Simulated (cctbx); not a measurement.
## Diagnosing a refinement

Cell a = 7.8110 Å, b = 7.8110 Å, c = 4.1790 Å, α = 90.00°, β = 90.00°, γ = 90.00°; space group P4_2/n (no. 86, origin choice 1).

The data are simulated with cctbx, not measured: Cu Kα, λ = 1.54184 Å, to d = 0.8 Å, 70 % of the full sphere, strongest reflection 40000 counts, noise from counting, a 2 % proportional error and a noise floor of 8 counts (s.d.); no absorption.

An anisotropic refinement with weights 1/σ² prints:

```text
Rint 0.018, 257 unique reflections to 0.80 A
cycle     R1     wR2    GooF  max shift (A)
   1  0.3516  0.6671  44.763   0.01110
   2  0.3494  0.6380  42.813   0.00030
final R1 0.3493 wR2 0.6380 GooF 42.813  parameters 11  data/parameter 23.4
atom        x        y        z      Ueq    occ   su(xyz)  su(Uiso or U11)
Dy1    0.00000  0.00000  0.50000  -0.0084  1.000  0.00000  0.0038  NPD
Co1    0.63968  0.87740  0.90351  -0.0114  1.000  0.00296  0.0059  NPD
difference map: max 87.07 min -13.31 rms 5.90
Q1    0.0000  0.0000  0.5000    2   87.07  0.00 A from Dy1
Q2    0.1528  0.3013  0.1143    8   51.15  2.10 A from Co1
Q3    0.1199  0.6450  0.1124    8   30.99  0.08 A from Co1
Q4    0.0408  0.6446  0.5988    8   12.52  1.42 A from Co1
Q5    0.9973  0.2706  0.0999    8   10.14  1.17 A from Co1
Q6    0.0991  0.1027  0.6052    8   10.01  1.20 A from Dy1
```

Q: Accept it or mend it, and why?

Mend it. The fault: an atom left out, Al at (0.1534, 0.2998, 0.1112). Against the right model at the same level, R1 goes from 0.0057 to 0.3493 and GooF from 0.92 to 42.81, U of Dy1 shrinks from 0.0033 to -0.0084 Å², the top difference peak, 87.1 e/Å³, lies on Dy1 and Dy1 and Co1 go non-positive-definite. Q2 is the missing atom. With scattering power missing, scale and phases suffer, so peaks may also grow on the heavy atoms.

The compound is DyAl4Co4. The right model at the same level gives:

```text
Rint 0.018, 257 unique reflections to 0.80 A
cycle     R1     wR2    GooF  max shift (A)
   1  0.0066  0.0161   1.102   0.00022
   2  0.0057  0.0135   0.922   0.00000
final R1 0.0057 wR2 0.0135 GooF 0.922  parameters 20  data/parameter 12.8
atom        x        y        z      Ueq    occ   su(xyz)  su(Uiso or U11)
Dy1    0.00000  0.00000  0.50000   0.0033  1.000  0.00000  0.0001
Co1    0.64034  0.87797  0.90144   0.0028  1.000  0.00005  0.0001
Al1    0.15340  0.29987  0.11122   0.0037  1.000  0.00009  0.0002
difference map: max 0.24 min -0.21 rms 0.07
Q1    0.0178  0.1484  0.1181    8    0.24  1.59 A from Al1
Q2    0.1639  0.2910  0.8854    8    0.23  0.95 A from Al1
Q3    0.1827  0.7772  0.9205    8    0.23  1.07 A from Al1
Q4    0.0538  0.7996  0.5470    8    0.22  1.63 A from Dy1
Q5    0.1293  0.3406  0.3644    8    0.22  1.02 A from Co1
Q6    0.0743  0.6756  0.4245    8    0.22  1.27 A from Al1
```

Isotropic U is held between 0.0001 and 1 Å² by the program, and listed peak heights are interpolated, so they can pass the grid's maximum.

The model was made for the exercise: a known structure type with other elements put in, its volume estimated, not relaxed; displacement parameters are assumed.

[Middle refinement cycles are left out of these outputs.]

[Logs are printed without paths, hosts, clocks, repeated set-up lines and the standing remarks that a program may print on its own settings, such as how far it seeks lower states.]
